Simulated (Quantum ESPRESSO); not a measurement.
**Cobalt: non-collinear starts**

Wanted: energies and final angles of several spin textures of Cobalt, with spin–orbit coupling.

Method: PBE; plane waves with PseudoDojo 0.4 FR PBE standard potentials, spin-orbit coupling, in Quantum ESPRESSO 7.5.

Report form: the programs' logs are mostly left out.

## Step 1: The structure

The structure is hexagonal, space group P6_3/mmc (No. 194). The conventional cell has a = 2.507 Å, b = 2.507 Å, c = 4.070 Å, α = 90.00°, β = 90.00°, γ = 120.00°. Co has 12 Co at 2.50 to 2.51 Å nearest.

The cell comes from the Crystallography Open Database.

## Step 2: Start 1: collinear parallel

pw.in

```
&CONTROL
  calculation = 'scf'
  prefix = 'pwscf'
  outdir = './tmp'
  pseudo_dir = './pseudo_fr'
  disk_io = 'nowf'
/
&SYSTEM
  ibrav = 0
  nat = 2
  ntyp = 1
  ecutwfc = 82
  nbnd = 48
  occupations = 'smearing'
  smearing = 'fd'
  degauss = 0.00999582
  noncolin = .true.
  lspinorb = .true.
  starting_magnetization(1) = 0.1176
  angle1(1) = 0
  angle2(1) = 0
/
&ELECTRONS
  conv_thr = 2d-08
  electron_maxstep = 150
  mixing_beta = 0.3
/
ATOMIC_SPECIES
Co     58.9332 Co.upf
CELL_PARAMETERS angstrom
   2.5074000000    0.0000000000    0.0000000000
  -1.2537000000    2.1714720974    0.0000000000
   0.0000000000    0.0000000000    4.0699000000
ATOMIC_POSITIONS crystal
Co      0.3333333333    0.6666666667    0.2500000000
Co      0.6666666667    0.3333333333    0.7500000000
K_POINTS automatic
8 8 4 0 0 0
```

The run is started by

```
$ OMP_NUM_THREADS=1 mpirun -n 4 pw.x -nk 4 -in pw.in > pw.out
```

The job ended after 28 s (4 MPI ranks of Arm Neoverse V1, shared host; peak memory 0.37 GiB).

Spin moment in the atom's sphere by atom:

```
atom  x (μB)  y (μB)  z (μB)  size
 Co1    0.00    0.00    1.72  1.72
 Co2    0.00    0.00    1.72  1.72
```

Numbers from this step:

```
smearing term TS       : 0.1208 eV
magnetization          : 0, 0, 3.27 μB
absolute magnetization : 3.63 μB
final state            : ferromagnetic
```

## Step 3: Start 2: two sublattices 90 degrees apart

Edit pw.in of step 2 so:

```diff
@@ -10,3 +10,3 @@
   nat = 2
-  ntyp = 1
+  ntyp = 2
   ecutwfc = 82
@@ -19,4 +19,7 @@
   starting_magnetization(1) = 0.1176
-  angle1(1) = 0
+  angle1(1) = 90
   angle2(1) = 0
+  starting_magnetization(2) = 0.1176
+  angle1(2) = 90
+  angle2(2) = 90
 /
@@ -28,3 +31,4 @@
 ATOMIC_SPECIES
-Co     58.9332 Co.upf
+Co1    58.9332 Co.upf
+Co2    58.9332 Co.upf
 CELL_PARAMETERS angstrom
@@ -34,4 +38,4 @@
 ATOMIC_POSITIONS crystal
-Co      0.3333333333    0.6666666667    0.2500000000
-Co      0.6666666667    0.3333333333    0.7500000000
+Co1     0.3333333333    0.6666666667    0.2500000000
+Co2     0.6666666667    0.3333333333    0.7500000000
 K_POINTS automatic
```

Elapsed: 6 min, on 4 MPI ranks; peak memory 0.67 GiB; 24 min of CPU time.

Spin moment in the atom's sphere by atom:

```
atom  x (μB)  y (μB)  z (μB)  size
 Co1    1.21    1.21    0.00  1.71
 Co2    1.21    1.21    0.00  1.71
```

Numbers from this step:

* smearing term TS: 0.1211 eV
* magnetization: 2.312, 2.314, 0 μB
* absolute magnetization: 3.619 μB
* final state: ferromagnetic

## Step 4: Start 3: random 1

Edit pw.in of step 3 so:

```diff
@@ -19,7 +19,8 @@
   starting_magnetization(1) = 0.1176
-  angle1(1) = 90
-  angle2(1) = 0
+  angle1(1) = 124.477
+  angle2(1) = 46.917
   starting_magnetization(2) = 0.1176
-  angle1(2) = 90
-  angle2(2) = 90
+  angle1(2) = 58.262
+  angle2(2) = 131.997
+  nosym = .true.
 /
```

Elapsed: 14 min, on 4 MPI ranks; peak memory 0.99 GiB.

Spin moment in the atom's sphere by atom:

```
atom  x (μB)  y (μB)  z (μB)  size
 Co1   -0.01    1.71   -0.06  1.71
 Co2   -0.01    1.71   -0.06  1.71
```

Read from the output:

| Quantity | Value |
| --- | --- |
| smearing term TS | 0.1210 eV |
| magnetization | -0.014, 3.268, -0.107 μB |
| absolute magnetization | 3.62 μB |
| final state | ferromagnetic |

## Step 5: Start 4: collinear alternating

Edit pw.in of step 4 so:

```diff
@@ -19,8 +19,7 @@
   starting_magnetization(1) = 0.1176
-  angle1(1) = 124.477
-  angle2(1) = 46.917
+  angle1(1) = 0
+  angle2(1) = 0
   starting_magnetization(2) = 0.1176
-  angle1(2) = 58.262
-  angle2(2) = 131.997
-  nosym = .true.
+  angle1(2) = 180
+  angle2(2) = 0
 /
```

Elapsed: 57 s, on 4 MPI ranks; peak memory 0.42 GiB; 3.8 min of CPU time.

Spin moment in the atom's sphere by atom:

```
atom  x (μB)  y (μB)  z (μB)   size
 Co1   0.000   0.000   0.978  0.978
 Co2   0.000   0.000  -0.978  0.978
```

Read from the output:

| Property | Result |
| --- | --- |
| smearing term TS | 0.2910 eV |
| magnetization | 0, 0, 0 μB |
| absolute magnetization | 2.005 μB |
| final state | antiferromagnetic |

## Step 6: The textures together

Textures, by row:

```
                           start        final state  energy over the lowest (meV a seeded atom)  smallest moment (μB)  largest moment (μB)  net moment (μB a cell)  angles to the first moment (degrees)
              collinear parallel      ferromagnetic                                           0                 1.717                1.717                    3.27                                     0
two sublattices 90 degrees apart      ferromagnetic                                       1.941                 1.715                1.715                   3.271                                     0
                        random 1      ferromagnetic                                       1.889                 1.715                1.715                    3.27                                     0
           collinear alternating  antiferromagnetic                                         210                0.9781               0.9782                       0                                   180
```

## Step 7: Results

| Item | Value |
| --- | --- |
| lowest start | collinear parallel |
| its final state | ferromagnetic |
| its moments | 1.72 μB |
| its net moment | 3.27 μB a cell |

No finished start ends non-collinear. The mesh is coarse, so differences of some ten meV can be noise where moments are itinerant. The cell holds only so many moments, so longer spirals cannot form in it. This program evaluates a GGA otherwise when all starting moments share an axis than when they do not, so collinear and canted runs are not quite comparable. Energies are free energies at an electronic temperature of 1580 K, which lowers moments and differences where the moments are itinerant. The cutoff lies under the 96 Ry that these files are usually run at.

[Logs and program files are shortened in this print: banners, set-up blocks, solver, clock and traceback lines can be left out without a mark of their own.]

[Logs are printed without paths, hosts, clocks, repeated set-up lines and the standing remarks that a program may print on its own settings, such as how far it seeks lower states.]

[Hosts, paths, dates, database ids (printed as entryN), source tags and the programs' standing remarks are cut or masked in the printed files.]

[Where a cell is said to come from a database of computed structures, the database is the Materials Project.]
